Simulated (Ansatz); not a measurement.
# Direct or indirect: GaAs (F-43m)

```cif
data_structure
_symmetry_space_group_name_H-M 'F-43m'
_symmetry_Int_Tables_number 216
_cell_length_a 5.6537
_cell_length_b 5.6537
_cell_length_c 5.6537
_cell_angle_alpha 90.000
_cell_angle_beta 90.000
_cell_angle_gamma 90.000
_cell_volume 180.72
loop_
_atom_site_label
_atom_site_type_symbol
_atom_site_symmetry_multiplicity
_atom_site_Wyckoff_symbol
_atom_site_fract_x
_atom_site_fract_y
_atom_site_fract_z
_atom_site_occupancy
As1 As 4 c 0.25000 0.25000 0.25000 1
Ga1 Ga 4 a 0.00000 0.00000 0.00000 1
```

Method: Ansatz, PBE, independent particles, without spin-orbit coupling, line width 0.1 eV (Gaussian). The band structure gives a fundamental gap of 0.51 eV. The spectrum of vertical transitions near the edge:

| E (eV) | Im ε, E ∥ xyz |
| --- | --- |
| 0.06 | 0.00 |
| 0.18 | 0.00 |
| 0.30 | 0.00 |
| 0.42 | 0.07 |
| 0.54 | 0.50 |
| 0.66 | 1.02 |
| 0.78 | 1.24 |
| 0.90 | 1.52 |
| 1.02 | 1.62 |
| 1.14 | 1.77 |
| 1.26 | 1.91 |
| 1.38 | 2.04 |
| 1.50 | 2.36 |
| 1.62 | 2.62 |
| 1.74 | 3.07 |
| 1.86 | 3.73 |
| 1.98 | 5.37 |

Question: Is the gap direct or indirect, and about where do vertical transitions set in?

Answer: Direct: the band path has its least direct gap at the fundamental one, 0.51 eV, and the curves rise from there. Lines are broadened by 0.1 eV, which spreads the edge.

[Logs are printed without paths, hosts, clocks, repeated set-up lines and the standing remarks that a program may print on its own settings, such as how far it seeks lower states.]
